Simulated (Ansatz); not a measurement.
# TaAgS3 (model cell, started as cubic perovskite with Ta in the octahedra): a soft mode frozen in

Wanted: the energy along a soft mode of TaAgS3 (model cell, started as cubic perovskite with Ta in the octahedra) and the structure at the end.

Method: DFT PBE, scalar-relativistic, plane waves, PAW; PAW set soft_1, in Ansatz 0.2.0.

Report form: the programs' logs are mostly left out.

The structure was built from a prototype and need not be the compound's stable phase.

### Step 1. Set-up

Symmetry: Pm-3m, No. 221, cubic system. The conventional cell has a = 4.811 Å, b = 4.811 Å, c = 4.811 Å, α = 90.00°, β = 90.00°, γ = 90.00°. Nearest to Ag lie 12 S at 3.40 Å. Nearest to Ta lie 6 S at 2.41 Å. Nearest to S lie 2 Ta at 2.41 Å. Farther neighbours and most contacts between anions are not listed.

### Step 2. The dispersion

The cell comes from relaxations at this level that are not shown. Stability and thermal properties need the whole zone. Linear response on a 2×2×2 q mesh gives force constants as far as a supercell of that size would.

input.yaml reads:

```yaml
crystal:
  lattice:
    - [4.8114923399, 0.0, 0.0]
    - [0.0, 4.8114923399, 0.0]
    - [0.0, 0.0, 4.8114923399]
  atoms:
    - { symbol: Ag, position: [0.0, 0.0, 0.0] }
    - { symbol: Ta, position: [0.5, 0.5, 0.5] }
    - { symbol: S, position: [0.5, 0.5, 0.0] }
    - { symbol: S, position: [0.5, 0.0, 0.5] }
    - { symbol: S, position: [0.0, 0.5, 0.5] }
kpoints:
  mp_grid: { grid: [8, 8, 8] }
hamiltonian:
  xc: pbe
  pseudopotentials: { kind: paw, azcp: { folder: soft_1 } }
scf:
  occupations: { method: methfessel_paxton, width: 0.2 }
output:
  eigenvalues: true
phonons:
  method: dfpt
  qmesh: [2, 2, 2]
  temperatures: { t_max: 1000, t_step: 50 }
  qpath:
    path:
      - [[0.0, 0.0, 0.0], [0.0, 0.5, 0.0], [0.5, 0.5, 0.0], [0.0, 0.0, 0.0], [0.5, 0.5, 0.5], [0.0, 0.5, 0.0]]
      - [[0.5, 0.5, 0.5], [0.5, 0.5, 0.0]]
    npoints: 10
```

The run is started by

```
$ ansatz run input.yaml --threads 4 --pin off --max-ram 16384MiB --backend cpu --events-out ev --progress --plain --runs-dir out
```

It took 4.5 min on 4 threads of Arm Neoverse V1, shared host; peak memory 1.3 GiB.

This step gave:

```
volume per atom                                         : 22.28 Å³
gap on the k-mesh                                       : 0 eV
sum-rule residual before enforcement                    : 3.38e-5 eV/Å²
lowest frequency on the path                            : -181.0 cm⁻¹
point group                                             : m-3m
highest frequency on the path or at a solved wavevector : 501.8 cm⁻¹
highest optical mode at the zone centre (no LO-TO term) : 338.7 cm⁻¹
lowest optical zone-centre mode                         : -127.2 cm⁻¹
lowest mode on the q mesh (acoustic modes at Γ apart)   : -181.0 cm⁻¹
```

Frequencies (cm⁻¹) solved at each irreducible wavevector; negative means imaginary. Frequencies by wavevector, by row:

```
q in reciprocal lattice units  star  mode 1  mode 2  mode 3  mode 4  mode 13  mode 14  mode 15
                        0 0 0     1  -127.2  -127.2  -127.2   -86.1    338.7    338.7    338.7
                     0 0 -0.5     3   -97.4   -59.9   -59.9   -55.6    334.3    334.3    440.9
                  0 -0.5 -0.5     3    -181   -55.7   -55.7   -48.8    192.2    330.9    476.6
               -0.5 -0.5 -0.5     1  -173.6  -173.6  -173.6  -138.3    192.4    192.4    501.8
```

Interpolated from a 2×2×2 q mesh. The phonon branches at the labelled points (cm⁻¹):

```
    point  branch 1  branch 2  branch 3  branch 4  branch 12  branch 13  branch 14  branch 15
        Γ      -127      -127      -127       -86          0        339        339        339
  halfway      -113       -94       -94       -64        124        337        337        389
        X       -97       -60       -60       -56        183        334        334        441
  halfway      -147       -56       -52       -51        192        270        333        461
        M      -181       -56       -56       -49        183        192        331        477
  halfway      -135       -60       -58       -55        158        302        335        428
        Γ      -127      -127      -127       -86          0        339        339        339
  halfway      -135      -111      -111       -52        172        279        279        461
        R      -174      -174      -174      -138        192        192        192        502
  halfway      -148      -121      -112       -53        196        226        251        484
        X       -97       -60       -60       -56        183        334        334        441
jump to R      -174      -174      -174      -138        192        192        192        502
  halfway      -177      -127      -127       -53        185        192        204        496
        M      -181       -56       -56       -49        183        192        331        477
```

Symmetry leaves 4 wavevectors to solve. The lowest mode among them, the acoustic zeros apart, lies at q = (0, -0.5, -0.5) and is imaginary, 181.0i cm⁻¹, so the energy falls along it.

### Step 3. The mode frozen in, largest atomic shift 0 Å

The mode followed lies at q = (-0.5, -0.5, -0.5) with frequency 173.6i cm⁻¹ and is 3-fold degenerate, one of the unstable modes though not the softest. At small amplitude the distorted cell has space group no. 167 by a symmetry search on the positions. The undistorted cell that holds it gives the zero of energy on the same k mesh.

System of this step: TaAgS3 (model cell, started as cubic perovskite with Ta in the octahedra). The structure is cubic, space group Pm-3m (No. 221). The conventional cell has a = 4.811 Å, b = 4.811 Å, c = 4.811 Å, α = 90.00°, β = 90.00°, γ = 90.00°. Nearest to Ag lie 12 S at 3.40 Å. Ta has 6 S at 2.41 Å nearest. Nearest to S lie 2 Ta at 2.41 Å. Farther neighbours and most contacts between anions are not listed.

input.yaml, the sections that differ from step 2:

```yaml
crystal:
  lattice:
    - [4.8114923399, 4.8114923399, 0.0]
    - [4.8114923399, 0.0, 4.8114923399]
    - [4.8114923399, 0.0, -4.8114923399]
  atoms:
    - { symbol: Ag, position: [0.0, 0.5, 0.5] }
    - { symbol: Ag, position: [0.0, 0.0, 0.0] }
    - { symbol: Ta, position: [0.5, 0.25, 0.75] }
    - { symbol: Ta, position: [0.5, 0.75, 0.25] }
    - { symbol: S, position: [0.5, 0.0, 1.0] }
    - { symbol: S, position: [0.5, 0.5, 0.5] }
    - { symbol: S, position: [0.0, 0.0, 0.5] }
    - { symbol: S, position: [0.0, 0.5, 1.0] }
    - { symbol: S, position: [0.5, 0.5, 1.0] }
    - { symbol: S, position: [0.5, 0.0, 0.5] }
output:
  forces: true
  stress: true
  eigenvalues: true
# kpoints, hamiltonian, scf: as in step 2
# phonons: removed
```

Run time: 6.3 s. Hardware: 4 threads; peak memory 0.78 GiB.

Numbers from this step:

```
pressure                         : -0.09026 GPa
energy from the undistorted cell : 0 meV/atom
```

The run ends at a pressure of -0.09 GPa.

### Step 4. The mode frozen in, largest atomic shift 0.6 Å

The atoms are moved along the unstable eigenvector, the largest shift by 0.6 Å, with the cell fixed.

input.yaml, the sections that differ from step 3:

```yaml
crystal:
  lattice:
    - [4.8114923399, 4.8114923399, 0.0]
    - [4.8114923399, 0.0, 4.8114923399]
    - [4.8114923399, 0.0, -4.8114923399]
  atoms:
    - { symbol: Ag, position: [0.0, 0.5, 0.5] }
    - { symbol: Ag, position: [0.0, 0.0, 0.0] }
    - { symbol: Ta, position: [0.5, 0.25, 0.75] }
    - { symbol: Ta, position: [0.5, 0.75, 0.25] }
    - { symbol: S, position: [0.4118227696, 0.0, 1.0] }
    - { symbol: S, position: [0.5881772304, 0.5, 0.5] }
    - { symbol: S, position: [0.0, -0.0881772304, 0.5] }
    - { symbol: S, position: [0.0, 0.5881772304, 1.0] }
    - { symbol: S, position: [0.5881772304, 0.4118227696, 1.0] }
    - { symbol: S, position: [0.4118227696, 0.0881772304, 0.5] }
# kpoints, hamiltonian, scf, output: as in step 3
```

Wall time 15 s (4 threads); peak memory 1 GiB.

This step gave:

```
pressure                         : -5.958 GPa
energy from the undistorted cell : -188.1 meV/atom
```

The energy, extrapolated to zero smearing, is -188.07 meV/atom against the undistorted cell.

The run ends at a pressure of -5.96 GPa, with forces up to 0.47 eV/Å.

### Step 5. Energy along the mode, all amplitudes (two of the runs are shown above)

An imaginary frequency means negative curvature, so the energy should fall and then rise again as anharmonic terms take over.

Numbers from this step:

| Quantity | Value |
| --- | --- |
| depth at the lowest point sampled | 188.1 meV/atom |
| largest atomic shift at that point | 0.6 Å |

Table of energy from the parent by largest atomic shift:

| largest atomic shift (Å) | energy from the parent (meV/atom) |
| --- | --- |
| 0.000 | 0 |
| 0.040 | -1.57 |
| 0.080 | -6.17 |
| 0.140 | -18.1 |
| 0.220 | -41.5 |
| 0.320 | -79.6 |
| 0.450 | -134 |
| 0.600 | -188 |

Displacement at unit largest shift by atom:

```csv
atom,x (Å),y (Å),z (Å),size
Ag1,0.000,0.000,0.000,0.000
Ag2,0.000,0.000,0.000,0.000
Ta3,0.000,0.000,0.000,0.000
Ta4,0.000,0.000,0.000,0.000
S5,-0.707,-0.707,0.000,1.000
S6,0.707,0.707,0.000,1.000
S7,-0.707,0.000,-0.707,1.000
S8,0.707,0.000,0.707,1.000
S9,0.000,0.707,-0.707,1.000
S10,0.000,-0.707,0.707,1.000
```

The lowest of the steps tried is the last one, at 0.6 Å, 188 meV/atom below the parent; the bottom of the well need not coincide with a step.

### Step 6. Relaxation from the frozen mode

Starting from the lowest point found, all atoms and the cell are let go, so that strain and other modes of the same symmetry can join in.

Changes to input.yaml since step 4:

```diff
@@ -27 +27,6 @@
   eigenvalues: true
+relax:
+  adjacent_minimum: "off"
+  f_tol: 0.002
+  max_steps: 120
+  cell: { stress_tol: 0.03 }
```

Wall time 88 s (4 threads); peak memory 1 GiB.

The steps of the relaxation:

```
step  energy less that of the first step (eV)  largest force component (eV/Å)  pressure (GPa)  volume (Å³)
   1                                   0.0000                          0.3335           -5.96       222.78
   2                                  -0.7902                          0.3163            2.34       199.79
   3                                  -0.9021                          0.0977            1.49       200.62
   4                                  -0.9244                          0.0244           -0.61       204.72
   5                                  -0.9280                          0.0011           -0.01       203.46
  6*                                  -0.9240                          0.0010           -0.01       203.46
```

Relaxation steps marked * repeat the geometry before them on a plane-wave basis chosen anew for their cell, so energy and pressure can jump there.

The run keeps the 12 symmetry operations that it works with, so distortions that break them were not tested.

```
conventional cell, symmetrised  before   after  change
                         a (Å)   6.804   6.459  -5.1 %
                         b (Å)   6.804   6.459  -5.1 %
                         c (Å)  16.667  16.896  +1.4 %
              volume (Å³/atom)   22.28   20.35  -8.7 %
```

The atoms that moved most (Å, as changes of fractional coordinates times the final cell):

| atom | dx | dy | dz | length |
| --- | --- | --- | --- | --- |
| S8 | 0.123 | 0.000 | 0.123 | 0.174 |
| S9 | 0.000 | 0.123 | -0.123 | 0.174 |
| S7 | -0.123 | 0.000 | -0.123 | 0.174 |
| S5 | -0.123 | -0.123 | 0.000 | 0.174 |
| S6 | 0.123 | 0.123 | 0.000 | 0.174 |
| S10 | 0.000 | -0.123 | 0.123 | 0.174 |

Numbers from this step:

```
pressure        : -0.01082 GPa
volume per atom : 20.35 Å³
```

The distorted start has space group R-3c; the relaxation ends in R-3c.

### Step 7. The new phase in its own primitive cell

The relaxed structure is symmetrised, reduced to its primitive cell and relaxed tightly, as its phonons need.

input.yaml reads:

```yaml
crystal:
  lattice:
    - [3.2293426424, 1.8644618439, 5.6320695898]
    - [-3.2293426424, 1.8644618439, 5.6320695898]
    - [0.0, -3.7289236878, 5.6320695898]
  atoms:
    - { symbol: Ag, position: [0.25, 0.25, 0.25] }
    - { symbol: Ag, position: [0.75, 0.75, 0.75] }
    - { symbol: Ta, position: [0.5, 0.5, 0.5] }
    - { symbol: Ta, position: [0.0, 0.0, 0.0] }
    - { symbol: S, position: [0.134947015, 0.75, 0.365052985] }
    - { symbol: S, position: [0.865052985, 0.25, 0.634947015] }
    - { symbol: S, position: [0.634947015, 0.865052985, 0.25] }
    - { symbol: S, position: [0.365052985, 0.134947015, 0.75] }
    - { symbol: S, position: [0.75, 0.365052985, 0.134947015] }
    - { symbol: S, position: [0.25, 0.634947015, 0.865052985] }
kpoints:
  mp_grid: { grid: [9, 9, 9] }
hamiltonian:
  xc: pbe
  pseudopotentials: { kind: paw, azcp: { folder: soft_1 } }
scf:
  occupations: { method: methfessel_paxton, width: 0.2 }
output:
  forces: true
  stress: true
  eigenvalues: true
relax:
  adjacent_minimum: "off"
  f_tol: 0.001
  max_steps: 60
  cell: { stress_tol: 0.01 }
```

Wall time 63 s (4 threads); peak memory 1.1 GiB; 4.2 min of CPU time.

Little changed from the start: no atom moved by 0.005 Å and no cell edge by 0.1 %.

Numbers from this step:

```
pressure        : -3.05e-4 GPa
volume per atom : 20.34 Å³
```

The largest force component left is 0.20 meV/Å and the pressure is 0.000 GPa, within the tolerances set. The cell now holds 20.34 Å³/atom.

### Step 8. Modes of the new phase, k-mesh 9×9×9

A relaxed structure may still be a saddle point, so its zone-centre modes are computed. No field response is asked, since the mesh shows no gap.

input.yaml reads:

```yaml
crystal:
  lattice:
    - [3.2296760327, 1.8646543269, 5.6298098576]
    - [-3.2296760327, 1.8646543269, 5.6298098576]
    - [0.0, -3.7293086538, 5.6298098576]
  atoms:
    - { symbol: Ag, position: [0.25, 0.25, 0.25] }
    - { symbol: Ag, position: [0.75, 0.75, 0.75] }
    - { symbol: Ta, position: [0.5, 0.5, 0.5] }
    - { symbol: Ta, position: [0.0, 0.0, 0.0] }
    - { symbol: S, position: [0.1348813986, 0.75, 0.3651186014] }
    - { symbol: S, position: [0.8651186014, 0.25, 0.6348813986] }
    - { symbol: S, position: [0.6348813986, 0.8651186014, 0.25] }
    - { symbol: S, position: [0.3651186014, 0.1348813986, 0.75] }
    - { symbol: S, position: [0.75, 0.3651186014, 0.1348813986] }
    - { symbol: S, position: [0.25, 0.6348813986, 0.8651186014] }
kpoints:
  mp_grid: { grid: [9, 9, 9] }
hamiltonian:
  xc: pbe
  pseudopotentials: { kind: paw, azcp: { folder: soft_1 } }
scf:
  occupations: { method: methfessel_paxton, width: 0.2 }
output:
  eigenvalues: true
phonons:
  method: dfpt
```

Run time: 22 min. Hardware: 4 threads; peak memory 10 GiB.

Numbers from this step:

| Property | Result |
| --- | --- |
| sum-rule residual before enforcement | 4.70e-5 eV/Å² |
| point group | -3m |
| highest optical mode at the zone centre (no LO-TO term) | 435.4 cm⁻¹ |
| lowest optical zone-centre mode | -110.8 cm⁻¹ |

Patterns of degenerate modes are one choice out of their space. The modes at Γ (shares of kinetic energy by element, %) (negative means imaginary):

```
mode  frequency (cm⁻¹)  symmetry  Ag %  Ta %  S %
   1            -110.8       A2u     1    40   59
   2             -57.9        Eu    17    61   22
   3             -57.9        Eu    17    61   22
   4               0.0  acoustic    28    47   25
   5               0.0  acoustic    28    47   25
   6               0.0  acoustic    28    47   25
   7              11.5       A2u    71    13   16
   8              19.1       A2g   100     0    0
   9              66.6        Eg    57     0   43
  10              66.6        Eg    57     0   43
  11              79.5        Eu    19     0   81
  12              79.5        Eu    19     0   81
  13              92.3        Eg    34     0   66
  14              92.3        Eg    34     0   66
  15             140.3        Eu    23    61   16
  16             140.3        Eu    23    61   16
  17             151.9       A1u     0    96    4
  18             177.7       A2g     0     0  100
  19             185.0        Eu     9    29   62
  20             185.0        Eu     9    29   62
  21             233.7       A2u     0     0  100
  22             237.1       A1u     0     4   96
  23             244.2       A1g     0     0  100
  24             257.3        Eg     9     0   91
  25             257.3        Eg     9     0   91
  26             281.8        Eg     1     0   99
  27             281.8        Eg     1     0   99
  28             281.9        Eu     4     1   95
  29             281.9        Eu     4     1   95
  30             435.4       A2g     0     0  100
```

Displacements in mode 1 (-110.8 cm⁻¹), the largest set to 1:
```
Ag1  0.00  0.00 -0.12
Ag2  0.00  0.00 -0.12
Ta3  0.00  0.00  0.60
Ta4  0.00  0.00  0.60
S5  -0.02  0.01 -1.00
S6  -0.02  0.01 -1.00
S7   0.00 -0.02 -1.00
S8   0.00 -0.02 -1.00
S9   0.02  0.01 -1.00
S10  0.02  0.01 -1.00
```

Displacements in mode 15 (140.3 cm⁻¹), the largest set to 1:
```
Ag1 -0.04  0.83  0.00
Ag2 -0.04  0.83  0.00
Ta3 -0.97 -0.42  0.00
Ta4  1.00 -0.33  0.00
S5  -0.24 -0.35  0.48
S6  -0.24 -0.35  0.48
S7   0.02  0.06 -0.89
S8   0.02  0.06 -0.89
S9   0.25 -0.38  0.41
S10  0.25 -0.38  0.41
```

Before it was imposed, the acoustic sum rule was missed by 4.7e-5 eV/Å². Small misses are needed for a sound result but don't prove that mesh and cutoff are converged. The lowest optical mode is imaginary, 110.8i cm⁻¹, so the energy falls along it.

### Step 9. Summary of results

* unstable mode of the parent: q = (-0.5, -0.5, -0.5), 174i cm⁻¹
* depth at the lowest point sampled: 188 meV/atom
* largest atomic shift at that point: 0.6 Å
* space group reached (within 0.01 Å): R-3c
* energy gained over the parent (first relaxation, on the mesh of the frozen mode): 280 meV/atom
* volume per atom, phase reached: 20.3 Å³
* lowest optical zone-centre mode, phase reached: -111 cm⁻¹
* highest optical mode at the zone centre (no LO-TO term), phase reached: 435 cm⁻¹

**Reading.** Along this mode the structure falls into R-3c, 280 meV/atom below the parent. At the parent's cell the well is 188.1 meV/atom deep on the steps tried, with its lowest point at a shift of 0.6 Å. That is the last step tried, so the steps alone don't bracket the bottom of the well. Relaxing atoms and cell changes the gain by +92.29 meV/atom against the lowest step (energies at zero smearing). The new phase still has an imaginary mode at the zone centre of its cell, so it is a saddle point on the way to a lower structure. Of the 4 patterns followed to their end from this parent, this one ends 2.03 meV/atom above the lowest, Imma. Each path keeps the symmetry of its pattern, so a lower phase may lie along a pattern not tried. With no gap, or one that is small against the smearing, the frequencies hang on the k mesh and the smearing, most of all near Kohn anomalies. A semilocal functional can close a gap that the real compound would have, so the metallic treatment may be an artefact of the level. Spin-orbit coupling is left out, which can matter for the heavy elements here. A phonon run warned that its eigensolver left some bands unconverged in a pass. The starting cell was built on a prototype and not taken from a measurement, so the phase need not exist.

[Logs are printed without paths, hosts, clocks, repeated set-up lines and the standing remarks that a program may print on its own settings, such as how far it seeks lower states.]

[Hosts, paths, dates, database ids (printed as entryN), source tags and the programs' standing remarks are cut or masked in the printed files.]
